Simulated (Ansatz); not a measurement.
# CaPd (Pm-3m): from the cell to its phonons

Task: relax CaPd (Pm-3m), then find its harmonic phonons.

Program: Ansatz 0.2.0. Level of theory: DFT PBEsol, scalar-relativistic, plane waves, PAW; PAW set soft_1. Results are calculated unless marked as measured.

## (1) Set-up

The structure is cubic, space group Pm-3m (No. 221). Conventional cell: a = 3.506 Å, b = 3.506 Å, c = 3.506 Å, α = 90.00°, β = 90.00°, γ = 90.00°. Nearest to Ca lie 8 Pd at 3.04 Å. Pd has 8 Ca at 3.04 Å nearest. Farther neighbours are not listed.

## (2) Relaxation

Harmonic phonons are second derivatives at a point where the forces vanish, and they are wanted at zero stress, so atoms and cell are relaxed first.

input.yaml

```yaml
crystal:
  lattice:
    - [3.50568548, 0.0, 0.0]
    - [0.0, 3.50568548, 0.0]
    - [0.0, 0.0, 3.50568548]
  atoms:
    - { symbol: Ca, position: [0.0, 0.0, 0.0] }
    - { symbol: Pd, position: [0.5, 0.5, 0.5] }
kpoints:
  mp_grid: { grid: [12, 12, 12] }
hamiltonian:
  xc: pbesol
  pseudopotentials: { kind: paw, azcp: { folder: soft_1 }, xc_functional: pbe }
scf:
  occupations: { method: gaussian, width: 0.1 }
output:
  forces: true
  stress: true
  eigenvalues: true
relax:
  adjacent_minimum: "off"
  f_tol: 0.005
  max_steps: 80
  cell: { stress_tol: 0.05 }
```

Launch:

```sh
$ ansatz run input.yaml --threads 4 --pin off --max-ram 10240MiB --backend cpu --events-out ev --progress --plain --runs-dir out
```

Numbers of over 12 decimals in the logs are rounded to 6 here.

What it wrote:

```text
Engine: ansatz 0.2.0, aarch64-unknown-linux-gnu
Pseudopotentials: kind: paw
Pseudopotential: Ca, paw, valence charge 10, recommended cutoff 420 eV (normal), soft_1/Ca.paw.azcp
Pseudopotential: Pd, paw, valence charge 18, recommended cutoff 420 eV (normal), soft_1/Pd.paw.azcp
Functional definition: PBEsol
  exchange = pbesol_x
  correlation = pbesol_c
Crystal: 2 atoms, lattice volume = 43.084 Å³
Basis set: ecut = 420 eV, 847 PW (Γ), exchange–correlation on 48×48×48 points (8 copies of the dense FFT grid, shifted against one another)
Bands: 18, of which v1, the nominal top of the filled ones, is band 14 counted from 1 (13 counted from 0)
Symmetry: 48 space group operations
Space group: Pm-3m (ITA 221), of the structure as read, at distance tolerance 3.5e-5 Å
k-points: 84 of 1728
Non-local potential: Ca, projectors of the file, l = 0: 3, l = 1: 2, l = 2: 2
Non-local potential: Pd, projectors of the file, l = 0: 2, l = 1: 2, l = 2: 2, l = 3: 1
PAW form: soft (Blöchl's): semilocal exchange-correlation on the pseudo side does not see the compensation charge
PAW frozen core: Ca, regenerated for the run's functional, and the local potential with it (the file was generated under x = pbe(κ = 0.804, μ = 0.219515), c = pbe(β = 0.066725))
PAW frozen core: Pd, regenerated for the run's functional, and the local potential with it (the file was generated under x = pbe(κ = 0.804, μ = 0.219515), c = pbe(β = 0.066725))
PAW one-centre angular grid: Ca, 110 points (default); XC on 64 Gauss nodes
PAW one-centre angular grid: Pd, 590 points (default); XC on 64 Gauss nodes
Initial density: superposition of atomic densities (chi_scale 0.1, normalization cell, long waves kept (reshape's long-wave potential 0.00 eV rms))
Initial wavefunctions: pseudopotential atomic-orbital guess
Functional: x = pbesol(κ = 0.804, μ = 0.123457), c = pbesol(β = 0.046)
SCF iter   1: F=—  HF=-8718.242994 eV  |F-HF|=—  |Δ(HF+E_count)|=         —  Δρ=5.24e-1  dr2=2.24e2  ethr=3.10e-3  ⟨swp⟩=6.6  Hψ=8676  notcnv=0
preconditioner: auto → Kerker (q_TF=auto, 2.539 Å⁻¹)  [metal: Δε(μ)=0.009 eV  Ē_g=3.326 eV  σ=0.100 eV  W_gap=0.05  n_scr=18 (ndim 8)  ℏωp=19.6 eV  f_vac=0.000  D(μ)=1.22/eV (n_scr^D=6)]
SCF iter   2: F=—  HF=-8703.053812 eV  |F-HF|=—  |Δ(HF+E_count)|=    1.52e1  Δρ=1.01e-1  dr2=6.17e0  ethr=3.10e-3  ⟨swp⟩=3.9  Hψ=4167  notcnv=0
SCF iter   3: F=—  HF=-8702.007244 eV  |F-HF|=—  |Δ(HF+E_count)|=    1.05e0  Δρ=4.98e-2  dr2=1.66e0  ethr=3.10e-3  ⟨swp⟩=2.1  Hψ=3245  notcnv=0
SCF iter   4: F=—  HF=-8701.689362 eV  |F-HF|=—  |Δ(HF+E_count)|=   3.18e-1  Δρ=1.42e-2  dr2=1.60e-1  ethr=3.10e-3  ⟨swp⟩=2.2  Hψ=2671  notcnv=0
SCF iter   5: F=—  HF=-8701.666620 eV  |F-HF|=—  |Δ(HF+E_count)|=   2.27e-2  Δρ=3.88e-3  dr2=1.47e-2  ethr=5.73e-4  ⟨swp⟩=1.3  Hψ=2056  notcnv=0
SCF iter   6: F=—  HF=-8701.664340 eV  |F-HF|=—  |Δ(HF+E_count)|=   2.28e-3  Δρ=2.03e-3  dr2=4.42e-3  ethr=5.24e-5  ⟨swp⟩=1.3  Hψ=1588  notcnv=0
SCF iter   7: F=—  HF=-8701.663278 eV  |F-HF|=—  |Δ(HF+E_count)|=   1.06e-3  Δρ=7.10e-4  dr2=4.69e-4  ethr=1.58e-5  ⟨swp⟩=1.8  Hψ=1761  notcnv=0
SCF iter   8: F=—  HF=-8701.663201 eV  |F-HF|=—  |Δ(HF+E_count)|=   7.69e-5  Δρ=3.16e-4  dr2=1.04e-4  ethr=1.67e-6  ⟨swp⟩=1.2  Hψ=1541  notcnv=0
SCF iter   9: F=—  HF=-8701.663173 eV  |F-HF|=—  |Δ(HF+E_count)|=   2.82e-5  Δρ=4.94e-5  dr2=2.16e-6  ethr=3.70e-7  ⟨swp⟩=2.1  Hψ=1982  notcnv=0
SCF iter  10: F=—  HF=-8701.663190 eV  |F-HF|=—  |Δ(HF+E_count)|=   1.72e-5  Δρ=5.35e-6  dr2=9.05e-9  ethr=3.57e-10  ⟨swp⟩=4.4  Hψ=7721  notcnv=0
SCF iter  11: F=-8701.663190 eV  HF=-8701.663190 eV  |F-HF|=3.46e-11  |Δ(HF+E_count)|=   3.63e-9  Δρ=8.09e-7  dr2=2.43e-10  ethr=3.23e-11  ⟨swp⟩=2.0  Hψ=4569  notcnv=0
SCF 1 converged in 11 iterations: F = -8701.663190 eV  dr2 = 2.43e-10
  greatest PAW one-centre occupation: 0.999 electrons in one spin orbital (limit 2), on the Pd atom at site 1 (counted from 0), in its partial waves of l = 0
relax step   1: F+E_penalty+E_count = -8701.66319015 eV  Δ(F+E_penalty+E_count) = +0.000e0 eV  max|allowed force component| = 1.972e-29 eV/Å  Δτ_max = 0.0000 Å  P = -1.922 GPa  Ω = 43.084 Å³  (11 SCF iters, dr2 threshold 1.00e-7 eV, accepted)
Crystal: 2 atoms, lattice volume = 41.281 Å³
Basis set: ecut = 420 eV, 799 PW (Γ), exchange–correlation on 48×48×48 points (8 copies of the dense FFT grid, shifted against one another)
Initial density: handed on by an earlier stage of this run
Initial wavefunctions: those handed on with the density
iter 1 solved again at ethr=3.52e-4 eV; its pass at ethr=3.10e-3 eV (dr2=9.86e-2 eV) is discarded
SCF iter   1: F=—  HF=-8701.688637 eV  |F-HF|=—  |Δ(HF+E_count)|=         —  Δρ=1.16e-2  dr2=9.92e-2  ethr=3.52e-4  ⟨swp⟩=1.0  Hψ=8681  notcnv=0
preconditioner: auto → none  [metal: Δε(μ)=0.116 eV  Ē_g=11.770 eV  σ=0.100 eV  W_gap=0.46  n_scr=6 (ndim 8)  ℏωp=24.5 eV  f_vac=0.000  D(μ)=0.85/eV (n_scr^D=6)]
SCF iter   2: F=—  HF=-8701.671500 eV  |F-HF|=—  |Δ(HF+E_count)|=   1.71e-2  Δρ=2.28e-3  dr2=2.32e-3  ethr=3.52e-4  ⟨swp⟩=2.0  Hψ=2173  notcnv=0
SCF iter   3: F=—  HF=-8701.670947 eV  |F-HF|=—  |Δ(HF+E_count)|=   5.52e-4  Δρ=7.01e-4  dr2=2.29e-4  ethr=8.28e-6  ⟨swp⟩=2.1  Hψ=1817  notcnv=0
SCF iter   4: F=—  HF=-8701.670885 eV  |F-HF|=—  |Δ(HF+E_count)|=   6.28e-5  Δρ=7.41e-5  dr2=1.57e-6  ethr=8.20e-7  ⟨swp⟩=2.5  Hψ=2272  notcnv=0
SCF iter   5: F=—  HF=-8701.670921 eV  |F-HF|=—  |Δ(HF+E_count)|=   3.64e-5  Δρ=1.83e-5  dr2=2.11e-7  ethr=5.60e-9  ⟨swp⟩=2.0  Hψ=2016  notcnv=0
SCF iter   6: F=-8701.670921 eV  HF=-8701.670921 eV  |F-HF|=3.46e-9  |Δ(HF+E_count)|=   3.22e-8  Δρ=2.59e-6  dr2=4.22e-9  ethr=7.14e-10  ⟨swp⟩=4.0  Hψ=4392  notcnv=0
the search or the solves at the SCF's close seem to have found levels that the self-consistency loop had missed (the run counts 1). By its estimate they hold under 1e-12 electrons; where the run keeps them, the occupations were computed again with them
SCF 2 converged in 6 iterations: F = -8701.670921 eV  dr2 = 4.22e-9
relax step   2: F+E_penalty+E_count = -8701.67092102 eV  Δ(F+E_penalty+E_count) = -7.731e-3 eV  max|allowed force component| = 6.179e-30 eV/Å  Δτ_max = 0.0000 Å  P = +0.677 GPa  Ω = 41.281 Å³  energy of the carried Pulay correction = +1.540e-4 eV  (6 SCF iters, dr2 threshold 2.00e-7 eV, accepted)
Crystal: 2 atoms, lattice volume = 41.736 Å³
iter 1 solved again at ethr=1.96e-5 eV; its pass at ethr=3.10e-3 eV (dr2=5.50e-3 eV) is discarded
SCF iter   1: F=—  HF=-8701.672919 eV  |F-HF|=—  |Δ(HF+E_count)|=         —  Δρ=2.88e-3  dr2=6.23e-3  ethr=1.96e-5  ⟨swp⟩=1.0  Hψ=7296  notcnv=0
preconditioner: auto → none  [metal: Δε(μ)=0.071 eV  Ē_g=11.844 eV  σ=0.100 eV  W_gap=0.35  n_scr=6 (ndim 8)  ℏωp=24.4 eV  f_vac=0.000  D(μ)=0.87/eV (n_scr^D=6)]
SCF iter   2: F=—  HF=-8701.671787 eV  |F-HF|=—  |Δ(HF+E_count)|=   1.13e-3  Δρ=5.80e-4  dr2=1.17e-4  ethr=1.96e-5  ⟨swp⟩=2.1  Hψ=1827  notcnv=0
SCF iter   3: F=—  HF=-8701.671785 eV  |F-HF|=—  |Δ(HF+E_count)|=   1.69e-6  Δρ=1.83e-4  dr2=1.52e-5  ethr=4.19e-7  ⟨swp⟩=2.6  Hψ=2705  notcnv=0
iter 4 did not close the SCF: its close was put off for the readings that it lacked (scf_convergence_deferred on its scf_iter line)
SCF iter   4: F=-8701.671781 eV  HF=-8701.671781 eV  |F-HF|=3.84e-9  |Δ(HF+E_count)|=   4.23e-6  Δρ=1.80e-5  dr2=5.83e-8  ethr=5.42e-8  ⟨swp⟩=2.4  Hψ=2305  notcnv=0
iter 5 did not close the SCF: its close was put off for the readings that it lacked (scf_convergence_deferred on its scf_iter line)
SCF iter   5: F=-8701.671781 eV  HF=-8701.671781 eV  |F-HF|=3.57e-9  |Δ(HF+E_count)|=   1.87e-8  Δρ=3.23e-6  dr2=5.07e-9  ethr=2.08e-10  ⟨swp⟩=2.2  Hψ=2240  notcnv=0
SCF iter   6: F=-8701.671781 eV  HF=-8701.671781 eV  |F-HF|=5.64e-11  |Δ(HF+E_count)|=  8.44e-10  Δρ=4.48e-7  dr2=8.65e-11  ethr=1.81e-11  ⟨swp⟩=1.2  Hψ=4107  notcnv=0
SCF 3 converged in 6 iterations: F = -8701.671781 eV  dr2 = 8.65e-11
relax step   3: F+E_penalty+E_count = -8701.67178075 eV  Δ(F+E_penalty+E_count) = -8.597e-4 eV  max|allowed force component| = 7.067e-30 eV/Å  Δτ_max = 0.0000 Å  P = -0.037 GPa  Ω = 41.736 Å³  energy of the carried Pulay correction = +1.145e-4 eV  (6 SCF iters, dr2 threshold 2.00e-7 eV, accepted)
Initial wavefunctions: pseudopotential atomic-orbital guess (no wavefunctions were taken with the density)
iter 1 solved again at ethr=1.04e-5 eV; its pass at ethr=3.10e-3 eV (dr2=2.91e-3 eV) is discarded
SCF iter   1: F=—  HF=-8701.671610 eV  |F-HF|=—  |Δ(HF+E_count)|=         —  Δρ=2.93e-5  dr2=5.86e-8  ethr=1.04e-5  ⟨swp⟩=1.5  Hψ=10445  notcnv=0
eigensolver tolerance schedule: the retry pair's looser diagonalisation over-reported the residual by 49592.03 of it (diagonalisation noise at an unbounded share of the residual, at the tolerance the schedule requests for it); recorded, not acted on — ethr = c·dr2/N_el stays at c = 1.0e-1
preconditioner: auto → none  [metal: Δε(μ)=0.083 eV  Ē_g=11.822 eV  σ=0.100 eV  W_gap=0.39  n_scr=6 (ndim 8)  ℏωp=24.4 eV  f_vac=0.000  D(μ)=0.87/eV (n_scr^D=6)]
SCF iter   2: F=—  HF=-8701.671650 eV  |F-HF|=—  |Δ(HF+E_count)|=   3.96e-5  Δρ=1.74e-5  dr2=2.05e-8  ethr=2.09e-10  ⟨swp⟩=3.0  Hψ=3525  notcnv=0
SCF iter   3: F=—  HF=-8701.671650 eV  |F-HF|=—  |Δ(HF+E_count)|=   3.13e-8  Δρ=6.30e-6  dr2=8.34e-9  ethr=7.33e-11  ⟨swp⟩=2.0  Hψ=2688  notcnv=0
SCF iter   4: F=—  HF=-8701.671650 eV  |F-HF|=—  |Δ(HF+E_count)|=   1.99e-9  Δρ=1.93e-6  dr2=4.99e-10  ethr=2.98e-11  ⟨swp⟩=2.4  Hψ=2327  notcnv=0
iter 5 did not close the SCF: its close was put off for the readings that it lacked (scf_convergence_deferred on its scf_iter line)
SCF iter   5: F=-8701.671650 eV  HF=-8701.671650 eV  |F-HF|=1.82e-11  |Δ(HF+E_count)|=  1.89e-10  Δρ=2.15e-7  dr2=5.03e-12  ethr=1.78e-12  ⟨swp⟩=2.0  Hψ=2675  notcnv=0
SCF iter   6: F=-8701.671650 eV  HF=-8701.671650 eV  |F-HF|=3.64e-12  |Δ(HF+E_count)|=  1.82e-11  Δρ=7.54e-8  dr2=8.55e-13  ethr=1.00e-12  ⟨swp⟩=3.7  Hψ=5727  notcnv=0
SCF 4 converged in 6 iterations: F = -8701.671650 eV  dr2 = 8.55e-13
relax step   4: F+E_penalty+E_count = -8701.67164979 eV  Δ(F+E_penalty+E_count) = +1.310e-4 eV  max|allowed force component| = 2.432e-30 eV/Å  Δτ_max = 0.0000 Å  P = -0.034 GPa  Ω = 41.736 Å³  stress off target by 3.37e-2 GPa  SCF on the basis re-selected at this cell (its energy is not comparable with the rows above)  (6 SCF iters)
basis re-selected at this cell: Δ(F+E_penalty+E_count) = +1.310e-4 eV, ΔP = +0.004 GPa vs the last step (what re-selecting the basis moved, of the pressure what is left beyond the Pulay correction that the steps carried, after the strain that the cell walked since its last selection, with what the two solves' SCF thresholds leave and, on support functions, any second-order correction that the steps lacked; it is no m [...]
SCF converged after 6 iterations
Free energy (F): -8701.671650 eV
Harris-Foulkes:  -8701.671650 eV  (|F-HF|=3.64e-12)
Internal energy: -8701.667316 eV  (E = F + TS)
E sigma→0 (E₀):  -8701.669483 eV
Entropy (-TS):   -0.004333 eV (-2.167 meV/atom)
Fermi energy:    12.011553 eV
--- Per-component energies (eV) ---
  E_band       = -366.788966
  E_kinetic    = 707.937347
  E_local      = -3141.554224  (includes V_loc(G=0)·N_el)
  E_nonlocal   = 463.585264
  E_hartree    = 1219.620687
  E_xc         = -265.019246
  E_vxc        = -333.691234  (∫ρ·V_xc dr)
  E_paw        = -4590.401719  (= ΣΔE_a)
  E_vpaw       = -502.307750  (= ΣTr[D̂ρ^β])
  E_aug_tail   = 0.000209  (compensation charges beyond the density's cutoff)
  E_ewald      = -3096.256954
  E_core_change = 0.421320  (= ΣΔE_core)
  E_smearing   = -0.004333  (= −TS)
  E_closure    = 0.000000  (closes the sum)
  Σ components = -8701.671650   (vs F -8701.671650, Δ=0.00e0)
--- Forces (eV/Å), atoms counted from 1 ---
  atom   1  Ca     0.00000000     0.00000000    -0.00000000
  atom   2  Pd     0.00000000     0.00000000    -0.00000000
  max |Σ_I F_I| component: 5.65e-30 eV/Å
--- Stress (GPa, compression-positive) ---
       -0.033734       0.000000       0.000000
        0.000000      -0.033734      -0.000000
        0.000000      -0.000000      -0.033734
  P = ⅓ Tr σ = -0.0337 GPa (-0.337 kbar)
--- Band table (eV; the first three rows and the last of 84) ---
  k-point 0: bands = [... 10 lower, 8.5726, 10.0017, 10.0017, 10.0017, 15.1072, 15.1072, 17.9830, 17.9830]
  k-point 1: bands = [... 10 lower, 8.6268, 9.9840, 9.9840, 10.0116, 15.0570, 15.0809, 17.6049, 17.6049]
  k-point 2: bands = [... 10 lower, 8.7819, 9.9363, 9.9363, 10.0387, 14.9055, 14.9176, 16.9694, 16.9694]
  k-point 83: bands = [... 10 lower, 9.1807, 10.6310, 10.6310, 12.4447, 12.4447, 12.4447, 16.8123, 18.6618]
--- Relaxed structure (3 steps of the walk, 3 accepted, 1 SCFs on fresh bases) ---
  F+E_penalty+E_count = -8701.67164979 eV   max|allowed force component| = 2.432e-30 eV/Å   (the final SCF, on the basis selected at the relaxed cell)
  cell:  # Å, volume = 41.7358 Å³
    - [3.468722, 0, 0]
    - [0, 3.468722, 0]
    - [0, 0, 3.468722]
  atoms:
    - { symbol: Ca, position: [0, 0, 0] }
    - { symbol: Pd, position: [0.5, 0.5, 0.5] }
```

It took 3.3 s on 4 threads of Arm Neoverse V2, shared host; peak memory 0.37 GiB; 12 s of CPU time.

The steps of the relaxation:

| step | energy less that of the first step (eV) | largest force component (eV/Å) | pressure (GPa) | volume (Å³) |
| --- | --- | --- | --- | --- |
| 1 | 0.0000 | 0.0000 | -1.92 | 43.08 |
| 2 | -0.0077 | 0.0000 | 0.68 | 41.28 |
| 3 | -0.0086 | 0.0000 | -0.04 | 41.74 |
| 4* | -0.0085 | 0.0000 | -0.03 | 41.74 |

Relaxation steps marked * repeat the geometry before them on a plane-wave basis chosen anew for their cell, so energy and pressure can jump there.

Forces are held to the 48 operations that the run works with; a distortion that breaks them can't arise in this run.

| conventional cell, symmetrised | before | after | change |
| --- | --- | --- | --- |
| a (Å) | 3.506 | 3.469 | -1.1 % |
| b (Å) | 3.506 | 3.469 | -1.1 % |
| c (Å) | 3.506 | 3.469 | -1.1 % |
| volume (Å³/atom) | 21.54 | 20.87 | -3.1 % |

Final coordinates:

```
Ca Pd
1.0
     3.46872    0.00000    0.00000
     0.00000    3.46872    0.00000
     0.00000    0.00000    3.46872
Ca Pd
1 1
Direct
  0.00000 0.00000 0.00000
  0.50000 0.50000 0.50000
```

This step gave:

```
pressure          : -0.03373 GPa
volume per atom   : 20.87 Å³
gap on the k-mesh : 0 eV
```

In this step the volume went from 21.54 to 20.87 Å³/atom.

## (3) Tight relaxation

Phonons need a cell at rest on their own settings, so the relaxation is repeated with tight tolerances on forces and stress, using the mesh and the filling of the phonon run that follows.

input.yaml, the sections that differ from step 2:

```yaml
crystal:
  lattice:
    - [3.4687222397, 0.0, 0.0]
    - [0.0, 3.4687222397, 0.0]
    - [0.0, 0.0, 3.4687222397]
  atoms:
    - { symbol: Ca, position: [0.0, 0.0, 0.0] }
    - { symbol: Pd, position: [0.5, 0.5, 0.5] }
scf:
  occupations: { method: methfessel_paxton, width: 0.2 }
relax:
  adjacent_minimum: "off"
  f_tol: 0.001
  max_steps: 60
  cell: { stress_tol: 0.01 }
# kpoints, hamiltonian, output: as in step 2
```

What it wrote:

```text
[...]
Crystal: 2 atoms, lattice volume = 41.736 Å³
Basis set: ecut = 420 eV, 799 PW (Γ), exchange–correlation on 48×48×48 points (8 copies of the dense FFT grid, shifted against one another)
Bands: 18, of which v1, the nominal top of the filled ones, is band 14 counted from 1 (13 counted from 0)
Symmetry: 48 space group operations
[...]
k-points: 84 of 1728
[...]
k-point 83: bands = [... 10 lower, 9.1883, 10.6401, 10.6401, 12.4502, 12.4502, 12.4502, 16.8222, 18.6683]
--- Relaxed structure (3 steps of the walk, 3 accepted, 1 SCFs on fresh bases) ---
[...]
cell:  # Å, volume = 41.7186 Å³
    - [3.468247, 0, 0]
    - [0, 3.468247, 0.0]
    - [0, 0.0, 3.468247]
  atoms:
    - { symbol: Ca, position: [0, 0, 0] }
    - { symbol: Pd, position: [0.5, 0.5, 0.5] }
[key lines of the parts left out:]
SCF converged after 7 iterations
Free energy (F): -8701.670213 eV
Fermi energy:    12.004398 eV
P = ⅓ Tr σ = 0.0001 GPa (0.001 kbar)
```

It took 3.2 s on 4 threads; peak memory 0.37 GiB.

Little changed from the start: no atom moved by 0.005 Å and no cell edge by 0.1 %.

Numbers from this step:

```yaml
pressure: 1.33e-4 GPa
volume_per_atom: 20.86 Å³
```

The forces vanish by symmetry and the pressure is 0.000 GPa, within the tolerances set. The cell now holds 20.86 Å³/atom.

(Continued in part 2 of 3.)

[Logs are printed without paths, hosts, clocks, repeated set-up lines and the standing remarks that a program may print on its own settings, such as how far it seeks lower states.]

[Hosts, paths, dates, database ids (printed as entryN), source tags and the programs' standing remarks are cut or masked in the printed files.]
